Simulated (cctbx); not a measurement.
**Accept or mend?**

Cell a = 7.0930 Å, b = 4.4720 Å, c = 5.4230 Å, α = 90.00°, β = 90.00°, γ = 90.00°; space group Pnma (no. 62).

Simulated single-crystal data (cctbx): synchrotron X-rays, λ = 0.6889 Å, to d = 0.6 Å, 70 % of the full sphere, strongest reflection 20000 counts, noise from counting, a 4 % proportional error and a noise floor of 2 counts (s.d.); no absorption.

An anisotropic refinement with weights 1/σ² prints:

```text
Rint 0.034, 455 unique reflections to 0.60 A
cycle     R1     wR2    GooF  max shift (A)
   1  0.0812  0.2090   7.283   0.00114
   2  0.0311  0.1009   3.514   0.00005
final R1 0.0312 wR2 0.1009 GooF 3.514  parameters 12  data/parameter 37.9
atom        x        y        z      Ueq    occ   su(xyz)  su(Uiso or U11)
W1     0.94950  0.75000  0.35469   0.0043  1.000  0.00007  0.0002
Al1    0.81869  0.75000  0.85610  -0.0083  1.000  0.00037  0.0008  NPD
difference map: max 9.98 min -1.65 rms 1.05
Q1    0.1714  0.2500  0.1644    4   10.26  0.13 A from Al1
Q2    0.0705  0.2500  0.6357    4    5.66  0.15 A from W1
Q3    0.0650  0.2500  0.2785    4    1.16  1.10 A from Al1
Q4    0.1991  0.1088  0.3318    8    0.87  1.21 A from Al1
Q5    0.1302  0.2500  0.8175    4    0.84  1.09 A from W1
Q6    0.1087  0.1112  0.2729    8    0.77  1.07 A from Al1
```

**Question.** Can this result stand? If not, what is the likely fault?

Mend it. The fault: wrong element: Al1 is Sc. Against the right model at the same level, R1 goes from 0.0111 to 0.0312 and GooF from 0.95 to 3.51, U of Al1 shrinks from 0.0088 to -0.0083 Å², the top difference peak, 10.3 e/Å³, lies on Al1 and Al1 goes non-positive-definite. Al1 has 8 electrons too few and its U shrinks to make up, as expected.

The compound is ScW. The right model at the same level gives:

```text
Rint 0.034, 455 unique reflections to 0.60 A
cycle     R1     wR2    GooF  max shift (A)
   1  0.0112  0.0273   0.951   0.00002
   2  0.0111  0.0272   0.948   0.00000
final R1 0.0111 wR2 0.0272 GooF 0.948  parameters 12  data/parameter 37.9
atom        x        y        z      Ueq    occ   su(xyz)  su(Uiso or U11)
W1     0.94940  0.75000  0.35471   0.0050  1.000  0.00002  0.0001
Sc1    0.81874  0.75000  0.85590   0.0088  1.000  0.00010  0.0002
difference map: max 0.87 min -1.18 rms 0.28
Q1    0.0961  0.2500  0.1713    4    0.96  0.62 A from Sc1
Q2    0.0613  0.2500  0.2921    4    0.90  1.17 A from Sc1
Q3    0.1325  0.5369  0.4556    8    0.83  1.70 A from W1
Q4    0.1330  0.2500  0.7973    4    0.81  1.01 A from W1
Q5    0.2032  0.1052  0.3392    8    0.80  1.25 A from Sc1
Q6    0.0233  0.0549  0.6016    8    0.78  0.92 A from W1
```

The model is made up (kin elements in a known structure type, no relaxation), so it says nothing on whether the phase exists.

[Middle refinement cycles are left out of these outputs.]

[Logs are printed without paths, hosts, clocks, repeated set-up lines and the standing remarks that a program may print on its own settings, such as how far it seeks lower states.]
